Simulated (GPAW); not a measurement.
# methylbenzenedithiol between two Ag chains: transmission at several levels, part 2 of 2

How well does methylbenzenedithiol between two Ag chains conduct at low bias, and how far do basis and functional move the answer?

GPAW 26.7.0; GPAW LCAO, PAW setups; Landauer transmission from Green's functions with principal layers (ASE), zero bias.

So far, transmission at the Fermi level (one spin): step 2 (GPAW, dzp) 0.664; step 3 (basis szp(dzp)) 0.278; step 4 (basis sz(dzp)) 0.164. Also open channels of the lead at the Fermi level (one spin): step 2 1; step 3 1.

## (5) revPBE in the dzp basis: xc = "revPBE"

Back in the dzp basis, the functional changes from PBE to revPBE, to set the spread between functionals beside that between bases.

run.py

```python
import json
import numpy as np
from ase import Atoms
from ase.transport.calculators import TransportCalculator
from gpaw import GPAW, FermiDirac
from gpaw.lcao.tools import get_lcao_hamiltonian
from scipy.linalg import eigh

# The junction with lead layers at both ends, along the third cell vector
device = Atoms(
    ['Ag', 'Ag', 'Ag', 'Ag', 'Ag', 'Ag', 'S', 'C', 'H', 'H', 'C', 'C', 'C', 'C', 'H', 'H', 'C', 'C', 'H', 'H', 'S', 'Ag', 'Ag', 'Ag', 'Ag', 'Ag', 'Ag'],
    positions=[
        [7.86562, 5.28241, 1.33000],
        [7.86562, 5.28241, 3.99000],
        [7.86562, 5.28241, 6.65000],
        [7.86562, 5.28241, 9.31000],
        [7.86562, 5.28241, 11.97000],
        [7.86562, 5.28241, 14.63000],
        [9.14848, 4.29564, 16.45597],
        [9.11432, 4.25047, 18.23387],
        [6.95748, 4.20714, 18.38672],
        [11.25858, 4.24939, 18.41125],
        [7.90316, 4.21223, 18.92271],
        [10.31356, 4.23131, 18.95197],
        [7.89250, 4.16882, 20.31922],
        [10.31953, 4.18755, 20.35889],
        [12.48124, 4.19681, 20.37703],
        [6.93465, 4.13126, 20.83362],
        [9.09160, 4.16179, 21.04492],
        [11.64087, 4.16715, 21.07909],
        [11.74162, 3.25000, 21.66821],
        [11.73385, 5.03971, 21.73360],
        [8.99251, 4.10136, 22.82817],
        [7.86562, 5.28241, 24.64169],
        [7.86562, 5.28241, 27.30169],
        [7.86562, 5.28241, 29.96169],
        [7.86562, 5.28241, 32.62169],
        [7.86562, 5.28241, 35.28169],
        [7.86562, 5.28241, 37.94169]],
    cell=[[15.73124, 0.0, 0.0], [0.0, 10.56482, 0.0], [0.0, 0.0, 39.27169]],
    pbc=True)

# One principal layer of the lead: the first 4 atoms of the device
lead = Atoms(
    ['Ag', 'Ag', 'Ag', 'Ag'],
    positions=[
        [7.86562, 5.28241, 1.33000],
        [7.86562, 5.28241, 3.99000],
        [7.86562, 5.28241, 6.65000],
        [7.86562, 5.28241, 9.31000]],
    cell=[[15.73124, 0.0, 0.0], [0.0, 10.56482, 0.0], [0.0, 0.0, 10.64]],
    pbc=True)

settings = dict(mode='lcao', basis='dzp', xc='revPBE', h=0.2,
                occupations=FermiDirac(0.1), maxiter=250,
                mixer=dict(beta=0.1, nmaxold=8, weight=100.0),
                convergence=dict(density=0.0001))
energies = np.arange(-3, 3 + 1e-9, 0.075)
eta = 0.0001
n1, n2 = 1, 1
# k and -k transmit alike, so half of the mesh across the current serves
mesh = [(i, j) for i in range(n1) for j in range(n2) if (i, j) <= (-i % n1, -j % n2)]
weights = np.array([1 if (i, j) == (-i % n1, -j % n2) else 2 for i, j in mesh]) / (n1 * n2)


def ground_state(atoms, size, txt):
    atoms.calc = GPAW(kpts={'size': size, 'gamma': True}, symmetry={'tolerance': 1e-3}, txt=txt, **settings)
    atoms.get_potential_energy()
    return atoms.calc.get_fermi_level()


def blocks(atoms, fermi, points, nz, cells):
    """H - E_F S and S between cell 0 and the cells above it, at each point across the current."""
    kz = np.arange(nz) / nz
    calc = atoms.calc.fixed_density(kpts=[(*k, z) for k in points for z in kz], symmetry='off', txt=None)
    H, S = get_lcao_hamiltonian(calc)
    H = (H - fermi * S).reshape(len(H), len(points), nz, *S.shape[1:])
    S = S.reshape(H.shape[1:])
    phases = [np.exp(-2j * np.pi * kz * R) / nz for R in cells]
    return [(np.einsum('skzij,z->ksij', H, p), np.einsum('kzij,z->kij', S, p)) for p in phases]


def pair(a, b):
    return np.block([[a, b], [b.T.conj(), a]])


def count_channels(h, s, cells, nk=240):
    """Half the number of times that the lead's bands cross each energy, unfolded to its shortest repeat."""
    b = len(h) // cells
    bands = []
    for k in (np.arange(nk + 1) + 0.5) / nk:
        hk, sk = h[:b, :b].copy(), s[:b, :b].copy()
        for R in range(1, cells):
            phase, block = np.exp(2j * np.pi * k * R), slice(R * b, (R + 1) * b)
            hk += h[:b, block] * phase + (h[:b, block] * phase).T.conj()
            sk += s[:b, block] * phase + (s[:b, block] * phase).T.conj()
        w, u = eigh(sk)
        x = u[:, w > 1e-5] / w[w > 1e-5]**0.5  # drop near-dependent combinations
        bands.append(np.r_[eigh(x.T.conj() @ hk @ x, eigvals_only=True), [1e9] * (w <= 1e-5).sum()])
    below = np.array(bands)[:, :, None] < energies
    return (below[1:] != below[:-1]).sum((0, 1)) / 2


fermi_lead = ground_state(lead, (1, 1, 11), 'lead.txt')
fermi_device = ground_state(device, (1, 1, 2), 'device.txt')
T, channels, eigen, tail, misfit, shifts = [], [], [], 0.0, 0.0, []
for first in range(0, len(mesh), 152):
    points = [(i / n1, j / n2) for i, j in mesh[first:first + 152]]
    (H0k, S0k), (H1k, S1k), (H2k, _) = blocks(lead, fermi_lead, points, 5, range(3))
    [(Hk, Sk)] = blocks(device, fermi_device, points, 2, [0])
    tail = max(tail, abs(H2k).max())
    for H0, S0, H1, S1, H, S in zip(H0k, S0k, H1k, S1k, Hk, Sk):
        n = len(S0)
        # Shift the lead onto the potential of the device's first layer
        shift = ((H[:, 0, 0] - H0[:, 0, 0]) / S0[0, 0]).real.mean()
        shifts.append(shift)
        misfit = max(misfit, abs(H[:, :n, :n] - H0 - shift * S0).max())
        Tk, Ck, Ek = [], [], []
        for s in range(len(H)):
            t = s % len(H0)  # a lead without moments serves both spins
            h1, s1 = pair(H0[t] + shift * S0, H1[t] + shift * S1), pair(S0, S1)
            leads = dict(h1=h1, s1=s1, energies=energies, eta=eta, eta1=eta, eta2=eta)
            calc = TransportCalculator(h=H[s], s=S, eigenchannels=3, **leads)
            Tk.append(calc.get_transmission())
            Ek.append(np.sort(calc.eigenchannels_ne, axis=0)[::-1])
            Ck.append(count_channels(h1, s1, 8))
        T.append(Tk)
        channels.append(Ck)
        eigen.append(Ek)
T, channels = np.array(T), np.array(channels)
mean, open_channels = np.einsum('kse,k->se', T, weights), np.einsum('kse,k->se', channels, weights)

print(f'basis functions: device {len(S)}, principal layer {n}')
print(f'Fermi level: lead {fermi_lead:.4f} eV, device {fermi_device:.4f} eV; lead shifted by {np.mean(shifts):.4f} eV')
print(f'largest coupling past the next layer {tail:.2e} eV, largest misfit of the first layer {misfit:.3f} eV')
print('  E-E_F (eV)   ' + 'T (one spin)  channels')
for e, t, c in zip(energies, mean.T, open_channels.T):
    print(f'{e:10.3f}  ', *[f'{x:11.4e}' for x in t], *[f'{x:9.4f}' for x in c])

kT = 8.617333e-5 * 500
fine = np.linspace(energies[0], energies[-1], 4001)
both = np.exp(np.interp(fine, energies, np.log(np.maximum(mean.sum(0) * 2 / len(mean), 1e-30))))
fermi = lambda mu: 1 / (1 + np.exp(np.clip((fine - mu) / kT, -200, 200)))
slope = fermi(0) * (1 - fermi(0)) / kT
G = np.trapezoid(both * slope, fine) / 2
seebeck = -np.trapezoid(both * slope * fine, fine) / (2 * G * 500) * 1e6
print(f'conductance at 500 K: {G:.5g} G0 a cell; thermopower {seebeck:.4g} uV/K')
bias = [0.1, 0.2, 0.5, 1.0, 1.5, 2.0]
current = [38.74 * np.trapezoid(both * (fermi(V / 2) - fermi(-V / 2)), fine) for V in bias]
for V, I in zip(bias, current):
    print(f'current from the zero-bias T(E) at {V} V: {I:.5g} uA')
zero = abs(energies).argmin()
json.dump(dict(energies=energies.tolist(), T=mean.tolist(), channels=open_channels.tolist(), G=G, seebeck=seebeck,
               bias=bias, current=current, tail=tail, misfit=misfit, shift=np.mean(shifts), n_device=len(S), n_lead=n,
               fermi=[fermi_lead, fermi_device], energy=device.get_potential_energy(),
               moments=device.get_magnetic_moments().tolist(), mesh=mesh, weights=weights.tolist(),
               T_k=T[:, :, zero].tolist(), eigen=np.array(eigen[0]).tolist()), open('result.json', 'w'))
```

Command:

```bash
OMP_NUM_THREADS=1 OPENBLAS_NUM_THREADS=1 python run.py
```

The program printed:

```text
basis functions: device 471, principal layer 108
Fermi level: lead -4.1190 eV, device -4.1040 eV; lead shifted by 0.0094 eV
largest coupling past the next layer 3.58e-05 eV, largest misfit of the first layer 0.155 eV
  E-E_F (eV)   T (one spin)  [channel counts left out]
    -3.000    9.5121e-01
    -2.925    8.8449e-01
    -2.850    1.2219e-01
[...]
2.925    1.1867e-02
     3.000    2.8458e-02
conductance at 500 K: 0.40282 G0 a cell; thermopower 31.61 uV/K
current from the zero-bias T(E) at 0.1 V: 3.015 uA
current from the zero-bias T(E) at 0.2 V: 5.4839 uA
current from the zero-bias T(E) at 0.5 V: 8.8585 uA
current from the zero-bias T(E) at 1.0 V: 10.053 uA
current from the zero-bias T(E) at 1.5 V: 12.956 uA
current from the zero-bias T(E) at 2.0 V: 18.17 uA
```

Wall time 2.7 min (1 thread of Intel Xeon Platinum 8488C (Sapphire Rapids), shared host); peak memory 2.4 GiB.

This step gave:

```yaml
conductance: 0.4028 G₀
largest_coupling_past_the_next_principal_layer: 3.58e-5 eV
largest_misfit_of_the_first_principal_layer: 0.1552 eV
shift_that_aligns_the_lead: 0.009358 eV
basis_functions_of_the_junction: 471
basis_functions_of_a_principal_layer: 108
transmission_at_the_fermi_level_one_spin: 0.6106
```

One spin. Table of transmission, zone mean by energy, zero at the Fermi level:

```csv
energy (eV),"transmission, zone mean"
-3.00,0.951
-2.85,0.122
-2.70,1.00
-2.55,0.274
-2.33,0.115
-2.17,0.0781
-2.02,0.0504
-1.88,0.0160
-1.73,4.6e-4
-1.57,0
-1.35,0
-1.20,0
-1.05,0.0396
-0.90,0.746
-0.75,0.0771
-0.60,0.564
-0.38,0.0176
-0.23,0.0639
-0.07,0.563
0.00,0.611
0.07,0.180
0.23,0.0363
0.38,0.0139
0.60,0.00562
0.75,0.00380
0.90,0.00288
1.05,0.00237
1.20,0.00209
1.35,0.00194
1.57,0.00187
1.73,0.00192
1.88,0.00203
2.02,0.00223
2.17,0.00255
2.33,0.00303
2.55,0.00431
2.70,0.00591
2.85,0.00900
3.00,0.0285
```

The conductance, 0.403 G₀, lies 3.9 % below that of the dzp run.

## (6) The ladder

Times are for 1 thread of Intel Xeon Platinum 8488C (Sapphire Rapids), shared host. The series side by side:

```csv
no.,run,conductance (G₀),time,memory (GiB)
1,dzp,0.4193,2.7 min,2.4
2,szp,0.3043,2 min,2.3
3,sz,0.2303,1.9 min,2.2
4,dzp revPBE,0.4028,2.7 min,2.4
```

## (7) The levels side by side

The curves are compared point by point over the common energies.

This step: comparison of transmission and cost over codes and levels (GPAW 26.7.0).

Ladder, by row:

```csv
step,code,T at the Fermi level (sum over the listed spins),conductance (G0),r.m.s. T(E) from the first,wall time (s),peak memory (GiB),threads
dzp,GPAW,0.6638,0.4193,0,159.1,2.37,1
szp,GPAW,0.2782,0.3043,0.1747,122.4,2.3,1
sz,GPAW,0.1641,0.2303,0.2094,112.2,2.23,1
dzp-revPBE,GPAW,0.6106,0.4028,0.07979,160.3,2.37,1
```

Table of transmission, zone mean, sum over the listed spins by energy, zero at the Fermi level:

```csv
energy (eV),dzp,szp,sz,dzp-revPBE
-3.0000,1.01,0.958,0.461,0.951
-2.7750,0.549,0.149,0.213,0.427
-2.7000,0.879,0.711,0.178,1.00
-2.6250,0.939,0.0629,0.446,0.655
-2.4750,0.169,0.0209,0.570,0.159
-2.2500,0.0927,0.0228,0.0154,0.0947
-2.0250,0.0521,0.0215,0.0269,0.0504
-1.7250,6.6e-4,3.2e-4,0.0237,4.6e-4
-1.5000,1.7e-13,8.0e-14,8.7e-4,1.6e-13
-1.2750,1.6e-13,-2.4e-17,1.3e-14,1.7e-13
-0.9750,0.161,0.0521,0.0387,0.159
-0.9000,0.730,0.171,0.0562,0.746
-0.7500,0.0880,0.351,0.405,0.0771
-0.6000,0.496,0.104,0.150,0.564
-0.5250,0.0292,0.542,0.123,0.0230
-0.2250,0.0634,0.0679,0.0588,0.0639
-0.0750,0.529,0.812,0.735,0.563
0.0000,0.664,0.278,0.164,0.611
0.2250,0.0394,0.0253,0.0168,0.0363
0.5250,0.00759,0.00666,0.00460,0.00723
0.7500,0.00393,0.00402,0.00277,0.00380
0.9750,0.00265,0.00306,0.00208,0.00259
1.2750,0.00204,0.00267,0.00177,0.00200
1.5000,0.00190,0.00272,0.00177,0.00188
1.7250,0.00194,0.00302,0.00192,0.00192
2.0250,0.00225,0.00398,0.00246,0.00223
2.2500,0.00278,0.00554,0.00333,0.00276
2.4750,0.00380,0.00894,0.00514,0.00378
2.7750,0.00724,0.0250,0.0114,0.00718
3.0000,0.0215,0.194,0.0595,0.0285
```

## (8) Functional LDA, broadening 1e-06: xc = "LDA" and eta = 1e-06

The functional moves levels against the Fermi level. The broadening keeps the Green's functions finite; too large a value absorbs electrons where channels are open and leaks them where none are.

This step: GPAW LCAO, PAW setups; Landauer transmission from Green's functions with principal layers (ASE), zero bias (GPAW 26.7.0).

Edit run.py of step 5 so:

```diff
@@ -53,3 +53,3 @@
 
-settings = dict(mode='lcao', basis='dzp', xc='revPBE', h=0.2,
+settings = dict(mode='lcao', basis='dzp', xc='LDA', h=0.2,
                 occupations=FermiDirac(0.1), maxiter=250,
@@ -58,3 +58,3 @@
 energies = np.arange(-3, 3 + 1e-9, 0.075)
-eta = 0.0001
+eta = 1e-06
 n1, n2 = 1, 1
```

The program printed:

```text
basis functions: device 471, principal layer 108
Fermi level: lead -4.6884 eV, device -4.5991 eV; lead shifted by 0.0060 eV
largest coupling past the next layer 3.39e-05 eV, largest misfit of the first layer 0.167 eV
  E-E_F (eV)   T (one spin)  channels
    -3.000    1.0581e+00    3.0000
    -2.925    1.1162e+00    3.0000
    -2.850    1.1117e+00    3.0000
    -2.775    9.9856e-01    3.0000
    -2.700    7.3418e-01    3.0000
    -2.625    9.0817e-01    3.0000
    -2.550    9.1044e-01    3.0000
    -2.475    2.7681e-01    3.0000
    -2.400    1.0830e-01    3.0000
    -2.325    8.0169e-02    5.0000
    -2.250    7.1053e-02    5.0000
    -2.175    6.9012e-02    5.0000
    -2.100    6.6110e-02    3.0000
    -2.025    5.2845e-02    3.0000
    -1.950    4.5306e-02    3.0000
    -1.875    3.7684e-02    3.0000
[...]
2.475    3.9389e-03    1.0000
     2.550    4.4808e-03    1.0000
     2.625    5.1833e-03    1.0000
     2.700    6.1140e-03    1.0000
     2.775    7.3825e-03    1.0000
     2.850    9.1776e-03    1.0000
     2.925    1.1853e-02    1.0000
     3.000    1.6156e-02    1.0000
conductance at 500 K: 0.45428 G0 a cell; thermopower 14.06 uV/K
current from the zero-bias T(E) at 0.1 V: 3.38 uA
current from the zero-bias T(E) at 0.2 V: 6.0721 uA
current from the zero-bias T(E) at 0.5 V: 9.6283 uA
current from the zero-bias T(E) at 1.0 V: 10.918 uA
current from the zero-bias T(E) at 1.5 V: 13.329 uA
current from the zero-bias T(E) at 2.0 V: 19.245 uA
```

The job ended after 2.4 min (1 thread; peak memory 2.4 GiB).

This step gave:

```
conductance                                    : 0.4543 G₀
largest coupling past the next principal layer : 3.39e-5 eV
largest misfit of the first principal layer    : 0.1674 eV
shift that aligns the lead                     : 0.006033 eV
transmission at the Fermi level (one spin)     : 0.7754
```

One spin. The transmission, zone mean by energy, zero at the Fermi level:

```csv
energy (eV),"transmission, zone mean"
-3.0000,1.06
-2.9250,1.12
-2.7750,0.999
-2.5500,0.910
-2.4750,0.277
-2.2500,0.0711
-2.0250,0.0528
-1.7250,0.0203
-1.5000,2.7e-4
-1.2750,0
-0.9750,0.169
-0.9000,0.663
-0.7500,0.132
-0.5250,0.0790
-0.2250,0.0601
0.0000,0.775
0.2250,0.0476
0.5250,0.00855
0.7500,0.00432
0.9750,0.00288
1.2750,0.00219
1.5000,0.00203
1.7250,0.00206
2.0250,0.00237
2.2500,0.00291
2.4750,0.00394
2.7750,0.00738
3.0000,0.0162
```

Crossings of the lead's bands, unfolded to its shortest repeat. Table of open channels, zone mean by energy, zero at the Fermi level:

energy (eV), open channels, zone mean and a bar:
```
    -3.00       3.00 ##################
    -2.77       3.00 ##################
    -2.55       3.00 ##################
    -2.40       3.00 ##################
    -2.17       5.00 ##############################
    -1.95       3.00 ##################
    -1.73       3.00 ##################
    -1.57       1.00 ######
    -1.35       0.00 
    -1.12       0.00 
    -0.90       1.00 ######
    -0.75       1.00 ######
    -0.53       1.00 ######
    -0.30       1.00 ######
    -0.07       1.00 ######
     0.00       1.00 ######
     0.07       1.00 ######
     0.30       1.00 ######
     0.53       1.00 ######
     0.75       1.00 ######
     0.90       1.00 ######
     1.12       1.00 ######
     1.35       1.00 ######
     1.57       1.00 ######
     1.73       1.00 ######
     1.95       1.00 ######
     2.17       1.00 ######
     2.40       1.00 ######
     2.55       1.00 ######
     2.77       1.00 ######
     3.00       1.00 ######
```

Not self-consistent under bias; the bias window is split evenly. The current through one cell, from the zero-bias transmission by bias:

```csv
bias (V),"current through one cell, from the zero-bias transmission (μA)"
0.100,3.38
0.200,6.07
0.500,9.63
1.000,10.9
1.500,13.3
2.000,19.2
```

Table of transmission of the three most open eigenchannels by energy, zero at the Fermi level:

```csv
energy (eV),channel 1,channel 2,channel 3
-3.0000,0.916,0.142,8.4e-5
-2.7750,0.968,0.0299,1.6e-4
-2.4750,0.244,0.0326,1.5e-5
-2.2500,0.0431,0.0279,5.9e-5
-2.0250,0.0360,0.0168,1.0e-4
-1.7250,0.0154,0.00479,9.1e-5
-1.5000,2.7e-4,0,0
-1.2750,0,0,0
-0.9750,0.169,0,0
-0.7500,0.132,0,0
-0.5250,0.0790,0,0
-0.2250,0.0601,0,0
0.0000,0.775,0,0
0.2250,0.0476,0,0
0.5250,0.00855,0,0
0.7500,0.00432,0,0
0.9750,0.00288,0,0
1.2750,0.00219,0,0
1.5000,0.00203,0,0
1.7250,0.00206,0,0
2.0250,0.00237,0,0
2.2500,0.00291,0,0
2.4750,0.00394,0,0
2.7750,0.00738,0,0
3.0000,0.0162,0,0
```

The conductance, 0.454 G₀, lies 8.3 % above that of the dzp run.

## (9) What came out

```yaml
conductance: 0.419 G₀
transmission_at_the_fermi_level_mean_of_the_spins: 0.664
open_channels_of_the_lead_there: 1
```

**Reading.** In the dzp basis the junction conducts 0.419 G₀ at 500 K, with T = 0.664 a spin at the Fermi level; no smaller basis tried comes within 10 % of that conductance. The conductance differs from T at the Fermi level because it averages T(E) over the thermal window, about 0.15 eV wide, in which T changes. The scatterer reflects about 34 % of the incoming channels at the Fermi level. At the Fermi level one eigenchannel carries the current (0.66). Measured against the first run (dzp), the nearest curve is that of dzp-revPBE (r.m.s. 0.080) and the farthest that of sz (0.21). Over the compared runs wall time goes from 112 s (sz) to 160 s (dzp-revPBE), on a shared host. The geometry was built from estimated bond lengths and not relaxed, so the numbers describe this model structure. Semilocal functionals put molecular levels too near the Fermi level, so such conductances usually come out too high, and chain electrodes have a sharper density of states than real ones. Energies count from the junction cell's Fermi level; in the run with T = 0.664 there, the aligned lead's own level lies at 0.0076 eV, where T interpolates to 0.588; the finite cell leaves the answer open by at least that much. An evenly spaced straight chain is an idealisation: free chains tend to dimerise, zigzag or, where a band edge lies near the Fermi level, turn magnetic. The currents use the zero-bias T(E) throughout, which holds only while the bias is small against the distance to the nearest feature. Within about eight thermal energies of the Fermi level ln T(E) bends sharply from one computed energy to the next, or the lead's channel count changes, so the thermal averages, above all the thermopower, rest on an interpolation that may be rough.

[Logs are printed without paths, hosts, clocks, repeated set-up lines and the standing remarks that a program may print on its own settings, such as how far it seeks lower states.]

[Hosts, paths, dates, database ids (printed as entryN), source tags and the programs' standing remarks are cut or masked in the printed files.]
